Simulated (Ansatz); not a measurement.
# Moving the knobs of a GW run on LiMgBN2 (I-4m2)

A base run on LiMgBN2 (I-4m2), then changed inputs.

Program: Ansatz 0.2.0. Level of theory: G0W0 on PBE, plane waves, PAW; PAW set soft_1. Results are calculated unless marked as measured.

### 1. The starting structure

The structure is tetragonal, space group I-4m2 (No. 119). Conventional cell: a = 3.819 Å, b = 3.819 Å, c = 8.887 Å, α = 90.00°, β = 90.00°, γ = 90.00°. Nearest to Li lie 4 N at 2.10 Å. Nearest to Mg lie 4 N at 2.10 Å. Nearest to B lie 2 N at 1.34 Å. Nearest to N lie 1 B at 1.34 Å and 2 Li at 2.10 Å and 2 Mg at 2.10 Å. Farther neighbours and most contacts between anions are not listed.

The cell and positions are those that the Materials Project relaxed with its own functionals (PBE, PBE+U or r2SCAN), kept fixed.

### 2. The base run: 6×6×6 mesh, 84 empty bands, screening to 69 eV, PAW set soft_1 files

Now the one-shot GW correction: screening in the RPA, then the self-energy of the levels asked for. This step takes PAW set soft_1 files.

The input, input.yaml:

```yaml
crystal:
  lattice:
    - [-1.909656, 1.909656, 4.443522]
    - [1.909656, -1.909656, 4.443522]
    - [1.909656, 1.909656, -4.443522]
  atoms:
    - { symbol: Li, position: [0.25, 0.75, 0.5] }
    - { symbol: Mg, position: [0.75, 0.25, 0.5] }
    - { symbol: B, position: [0.5, 0.5, 0.0] }
    - { symbol: "N", position: [0.6512635, 0.6512635, 0.0] }
    - { symbol: "N", position: [0.3487365, 0.3487365, 0.0] }
kpoints:
  mp_grid: { grid: [6, 6, 6] }
hamiltonian:
  xc: pbe
  pseudopotentials: { kind: paw, azcp: { folder: soft_1 } }
scf:
  occupations: { method: fixed }
gw:
  n_empty_bands: 84
  ecut_chi: 69
  qp_bands: [v2, c2]
  qp_kpoints: band_edges
  screening: { model: contour_deformation }
```

Command:

```sh
$ ansatz run input.yaml --threads 3 --pin off --max-ram 92160MiB --backend cuda --events-out ev --progress --plain --runs-dir out --devices 1 --max-vram 13GiB
```

Numbers of over 12 decimals in the logs are rounded to 6 here.

Output:

```text
GPUs: using 1 of 1 available (devices: 1).
Engine: ansatz 0.2.0, x86_64-unknown-linux-gnu
Pseudopotentials: kind: paw
Pseudopotential: Li, paw, valence charge 3, recommended cutoff 420 eV (normal), soft_1/Li.paw.azcp
Pseudopotential: Mg, paw, valence charge 10, recommended cutoff 420 eV (normal), soft_1/Mg.paw.azcp
Pseudopotential: B, paw, valence charge 3, recommended cutoff 420 eV (normal), soft_1/B.paw.azcp
Pseudopotential: N, paw, valence charge 5, recommended cutoff 420 eV (normal), soft_1/N.paw.azcp
Functional definition: PBE
  parameter kappa = 0.804
  parameter beta = 0.066725
  exchange = pbe_x(kappa = kappa, mu = beta*pi^2/3)
  correlation = pbe_c(beta = beta)
device memory: the entry about to start is reckoned to put 0.8 GiB on a device that reports 28.1 GiB free (of which the cap on the GPU budget leaves the run 13.0 GiB)
GPU FFT provider: cuFFT
GPU libraries: cuBLAS 13.8.2, cuFFT 12.4.0, cuSOLVER 12.3.4
Crystal: 5 atoms, lattice volume = 64.818 Å³
Basis set: ecut = 420 eV, 1283 PW (Γ)
Bands: 18, of which v1, the nominal top of the filled ones, is band 13 counted from 1 (12 counted from 0)
Symmetry: 8 space group operations
Space group: I-4m2 (ITA 119), of the structure as read, at distance tolerance 4.0e-5 Å
k-points: 30 of 216 (time reversal used)
Non-local potential: Li, projectors of the file, l = 0: 3, l = 1: 2, l = 2: 1
Non-local potential: Mg, projectors of the file, l = 0: 3, l = 1: 2, l = 2: 1
Non-local potential: B, projectors of the file, l = 0: 2, l = 1: 2, l = 2: 1
Non-local potential: N, projectors of the file, l = 0: 2, l = 1: 2, l = 2: 1
PAW form: soft (Blöchl's): semilocal exchange-correlation on the pseudo side does not see the compensation charge
PAW one-centre angular grid: Li, 110 points (default); XC on 96 Gauss nodes
PAW one-centre angular grid: Mg, 110 points (default); XC on 64 Gauss nodes
PAW one-centre angular grid: B, 110 points (default); XC on 64 Gauss nodes
PAW one-centre angular grid: N, 110 points (default); XC on 64 Gauss nodes
Initial density: superposition of atomic densities (chi_scale 0.1, normalization cell, long waves kept (reshape's long-wave potential 0.02 eV rms))
Initial wavefunctions: pseudopotential atomic-orbital guess
GPU buffer pool allocated for 46656 grid points (all kernels)
GPU transforms: local potential and band sums: pruned to the plane-wave sphere, on 36×36×36
Functional: x = pbe(κ = 0.804, μ = 0.219515), c = pbe(β = 0.066725)
SCF iter   1: F=—  HF=-3059.828881 eV  |F-HF|=—  |Δ(HF+E_count)|=         —  Δρ=1.03e-1  dr2=9.26e0  ethr=3.10e-3  ⟨swp⟩=5.0  Hψ=2573  notcnv=0  defer=78
preconditioner: auto → none  [insulator: Δε(μ)=4.483 eV  Ē_g=13.483 eV  n_scr=14 (ndim 8)  ℏωp=18.4 eV  f_vac=0.001  ε∞_Penn≈2.9]
[...]
--- Per-component energies (eV) ---
  E_band       = -480.593501
  E_kinetic    = 394.439418
  E_local      = -2696.319192  (includes V_loc(G=0)·N_el)
  E_nonlocal   = 254.511523
  E_hartree    = 952.776197
  E_xc         = -187.443784
  E_vxc        = -235.019270  (∫ρ·V_xc dr)
  E_paw        = -659.439170  (= ΣΔE_a)
  E_vpaw       = -103.759028  (= ΣTr[D̂ρ^β])
  E_aug_tail   = 0.001976  (compensation charges beyond the density's cutoff)
  E_ewald      = -1115.590766
  E_smearing   = -0.000000  (= −TS)
  E_closure    = 0.000000  (closes the sum)
  Σ components = -3057.063799   (vs F -3057.063799, Δ=0.00e0)
--- Band table (eV; the first three rows and the last of 30) ---
  k-point 0: bands = [... 9 lower, 0.9908, 0.9908, 1.7554, 1.7554, 5.7089, 9.1876, 10.9443, 10.9443, ... 1 higher]
  k-point 1: bands = [... 9 lower, 0.4655, 0.7740, 1.6012, 2.1540, 6.8010, 9.9038, 10.1587, 10.3284, ... 1 higher]
  k-point 2: bands = [... 9 lower, -0.1039, 0.3499, 1.3196, 2.5437, 7.9205, 9.7445, 9.8625, 11.3534, ... 1 higher]
  k-point 29: bands = [... 9 lower, 0.2024, 0.2024, 3.1055, 3.1055, 6.6501, 9.4436, 9.6607, 9.6607, ... 1 higher]
--- G₀W₀: contour deformation, 6 samples at zero and on the imaginary axis and 3 off it, 216 q-points, 84 empty bands' worth ---
  eigenvalues of the whole cell's RPA ε∞ on this k-mesh (on a slab, of 1 + 4πα/V) = 2.6334, 2.6334, 3.5412; static W/v taken at q = 0 is 0.348967
  gw.qp_kpoints: band_edges: 16 of 30 stored k-points solved, in 2 passes; an edge of the gap read off the rows below is read off those points alone
    valence top: of the k-points left out ik 6 came nearest to being solved in a further pass, in band 13 (counted from 1, as in the quasiparticle table): it holds the edge there only if its correction is more favourable than any solved in that band by at least 0.525 eV; those differ by 0.271 eV
    conduction bottom: of the k-points left out ik 17 came nearest to being solved in a further pass, in band 14 (counted from 1, as in the quasiparticle table): it holds the edge there only if its correction is more favourable than any solved in that band by at least 0.845 eV; those differ by 0.707 eV
    ik  band        ε_KS         Σx   Σc(E_QP)       V_xc       Z   E_QP_lin       E_QP  E_QP is
     0    12      1.7554   -19.7874     3.2341   -15.5065  0.7716     0.6922     0.7087  root
     0    13      1.7554   -19.7874     3.2341   -15.5065  0.7716     0.6922     0.7087  root
     0    14      5.7089    -5.3691    -3.1206    -9.0578  0.8400     6.2797     6.2771  root
     0    15      9.1876    -3.8039    -3.6110    -8.1449  0.8324     9.9236     9.9177  root
     3    12      1.1916   -19.4307     3.3675   -14.8750  0.7670    -0.0213     0.0034  root
     3    13      2.6652   -20.1006     2.9846   -16.2033  0.7811     1.7423     1.7525  root
     3    14      8.2104    -3.3284    -3.3080    -7.0668  0.8400     8.6425     8.6407  root
     3    15      8.7533    -6.5553    -3.7020   -11.6790  0.8136    10.1976    10.1750  root
[...]
29    12      3.1055   -20.6970     2.9274   -16.9939  0.7815     2.3229     2.3298  root
    29    13      3.1055   -20.6970     2.9274   -16.9939  0.7815     2.3229     2.3298  root
    29    14      6.6501    -5.0798    -3.0795    -8.7629  0.8366     7.2570     7.2536  root
    29    15      9.4436    -6.3606    -3.7108   -11.0508  0.8187    10.4350    10.4231  root
[key lines of the parts left out:]
SCF converged after 8 iterations
Free energy (F): -3057.063799 eV
Fermi energy:    3.105453 eV
```

Elapsed: 45 s, on 1 × NVIDIA H100 80GB HBM3 (shared by 6 runs) with 3 threads of AMD EPYC 7R13 (Zen 3), shared host; peak memory 1.1 GiB.

In the SCF lines HF is the Harris–Foulkes energy and dr2 the Hartree energy of the density residual, in eV; the loop may stop once dr2 is under the threshold and the program's other checks hold. Hψ counts applications of the Hamiltonian.

Numbers from this step:

- bands summed: 97
- RPA ε∞ on this mesh (eigenvalues): 2.633, 2.633, 3.541
- plane waves in the screening matrix: 95
- q-points in the mesh: 216
- G0W0 gap on the mesh: 3.947 eV
- k of the valence top: -0.5, -0.5, -0.5
- k of the conduction bottom: 0, 0, 0
- starting gap on the mesh: 2.603 eV
- Z at the valence top: 0.7815
- Z at the conduction bottom: 0.8400
- least direct G0W0 gap on the computed points: 4.924 eV

The gap on the mesh goes from 2.60 eV to 3.95 eV, a correction of +1.34 eV. Between the two edge states, bare exchange in place of the xc potential would open the gap by 7.39 eV, and correlation takes back 6.05 eV.

### 3. Variant: static remainder

This step: G0W0 on PBE, plane waves, norm-conserving pseudopotentials.

Edit input.yaml of step 2 so:

```diff
@@ -15,3 +15,3 @@
   xc: pbe
-  pseudopotentials: { kind: paw, azcp: { folder: soft_1 } }
+  pseudopotentials: { kind: nc }
 scf:
@@ -19,4 +19,4 @@
 gw:
-  n_empty_bands: 84
-  ecut_chi: 69
+  n_empty_bands: 68
+  ecut_chi: 100
   qp_bands: [v2, c2]
@@ -24 +24,2 @@
   screening: { model: contour_deformation }
+  static_remainder: true
```

Output:

```text
Warning: gw takes pair_densities: pseudo, which can misplace gaps by tens of per cent, since gw.static_remainder lacks the terms of the atoms
GPUs: using 1 of 1 available (devices: 1).
[...]
GPU FFT provider: cuFFT
GPU libraries: cuBLAS 13.8.2, cuFFT 12.4.0, cuSOLVER 12.3.4
Crystal: 5 atoms, lattice volume = 64.818 Å³
Basis set: ecut = 1240 eV, 6433 PW (Γ)
Bands: 18, of which v1, the nominal top of the filled ones, is band 13 counted from 1 (12 counted from 0)
Symmetry: 8 space group operations
[...]
k-points: 30 of 216 (time reversal used)
[...]
GPU buffer pool allocated for 216000 grid points (all kernels)
[...]
SCF iter   1: F=—  HF=-2490.947361 eV  |F-HF|=—  |Δ(HF+E_count)|=         —  Δρ=1.12e-1  dr2=9.87e0  ethr=3.10e-3  ⟨swp⟩=5.0  Hψ=2605  notcnv=0  defer=85
[...]
SCF iter   8: F=-2487.881494 eV  HF=-2487.881494 eV  |F-HF|=1.64e-9  |Δ(HF+E_count)|=   5.37e-7  Δρ=3.27e-6  dr2=5.49e-9  ethr=3.85e-10  ⟨swp⟩=11.7  Hψ=3156  notcnv=0
SCF 1 converged in 8 iterations: F = -2487.881494 eV  dr2 = 5.49e-9
[...]
NSCF: frozen V_eff on 30 k-points, pencils in batches of 32, up to order 72
[...]
NSCF: frozen V_eff on 30 k-points
G₀W₀ screening: q 1/30
[... further progress lines ...]
[...]
SCF converged after 8 iterations
Free energy (F): -2487.881494 eV
[...]
Internal energy: -2487.881494 eV  (E = F + TS)
E sigma→0 (E₀):  -2487.881494 eV
Fermi energy:    3.075679 eV
[...]
--- Band table (eV; the first three rows and the last of 30) ---
  k-point 0: bands = [... 9 lower, 0.9612, 0.9612, 1.7237, 1.7237, 5.6773, 9.1487, 10.9193, 10.9193, ... 1 higher]
  k-point 1: bands = [... 9 lower, 0.4367, 0.7440, 1.5698, 2.1255, 6.7705, 9.8669, 10.1316, 10.2996, ... 1 higher]
  k-point 2: bands = [... 9 lower, -0.1244, 0.3189, 1.2884, 2.5142, 7.8930, 9.7171, 9.8357, 11.3232, ... 1 higher]
  k-point 29: bands = [... 9 lower, 0.1716, 0.1716, 3.0757, 3.0757, 6.6139, 9.4175, 9.6318, 9.6318, ... 1 higher]
[...]
static-remainder magnitude (band-truncation diagnostic): 0.8518 eV
  bands read: the sum over 81 bands ends inside a degenerate multiplet in 1 slot, whose members it reads at an even weight; the widest, k=0: bands 81 to 82 (counted from 1) at 1/2 each
[...]
0    12      1.7237   -19.2943     2.9256   -15.0575  0.7689     0.3856     0.4125  root
     0    13      1.7237   -19.2943     2.9256   -15.0575  0.7689     0.3856     0.4125  root
     0    14      5.6773    -4.8050    -3.2174    -8.4511  0.8385     6.1075     6.1060  root
     0    15      9.1487    -3.5533    -3.7229    -7.9513  0.8332     9.8288     9.8238  root
     3    12      1.1606   -18.9520     3.0999   -14.4262  0.7646    -0.3023    -0.2653  root
     3    13      2.6341   -19.5791     2.6157   -15.7195  0.7782     1.3704     1.3903  root
     3    14      8.1837    -3.0835    -3.3958    -6.8202  0.8397     8.5256     8.5245  root
     3    15      8.7249    -6.1052    -3.9749   -11.1791  0.8123     9.8368     9.8239  root
[...]
29    12      3.0757   -20.1452     2.5203   -16.4756  0.7783     1.9109     1.9265  root
    29    13      3.0757   -20.1452     2.5203   -16.4756  0.7783     1.9109     1.9265  root
    29    14      6.6139    -4.7177    -3.2289    -8.4204  0.8365     7.0896     7.0876  root
    29    15      9.4175    -5.6339    -3.8785   -10.2847  0.8175    10.1970    10.1898  root
```

Elapsed: 47 s, on 1 × NVIDIA H100 80GB HBM3 (shared by 6 runs) with 3 threads; peak memory 1.4 GiB; 81 s of CPU time.

Against the base:

```
              setting            base          variant
                files  PAW set soft_1  norm-conserving
          empty bands              84               68
screening cutoff (eV)              69              100
     static remainder               -             true
```

```
                                    quantity  variant   base
                    starting gap on the mesh    2.602  2.603
                        G0W0 gap on the mesh    4.180  3.947
least direct G0W0 gap on the computed points    5.161  4.924
                        Z at the valence top    0.778  0.782
                  Z at the conduction bottom    0.839  0.840
```

### 4. Outcome

```json
{
  "base": "3.95 eV, 45 s",
  "static remainder": "4.18 eV, 47 s"
}
```

In words: Static remainder: the gap moves by +0.23 eV (the plane-wave cutoff goes from 420 to 1240 eV); such settings are too crude to quote. The variant differs from the base in files, empty bands, screening cutoff and static remainder together, so the change can't be laid to one of them. This option needs pseudo pair densities, which the log warns can misplace gaps. All runs here use a coarse mesh and modest cutoffs; they test settings and are not final values.

[Paths, hosts, dates, memory and timing lines, banners, echoed tables and standing remarks are left out of the program output.]

[Logs are printed without paths, hosts, clocks, repeated set-up lines and the standing remarks that a program may print on its own settings, such as how far it seeks lower states.]

[Runs of the session that timed out or met a known fault of the program may be left out.]

[Cells called generated may have been cut or substituted from an entry of the Crystallography Open Database or the Materials Project.]

[Hosts, paths, dates, database ids (printed as entryN), source tags and the programs' standing remarks are cut or masked in the printed files.]
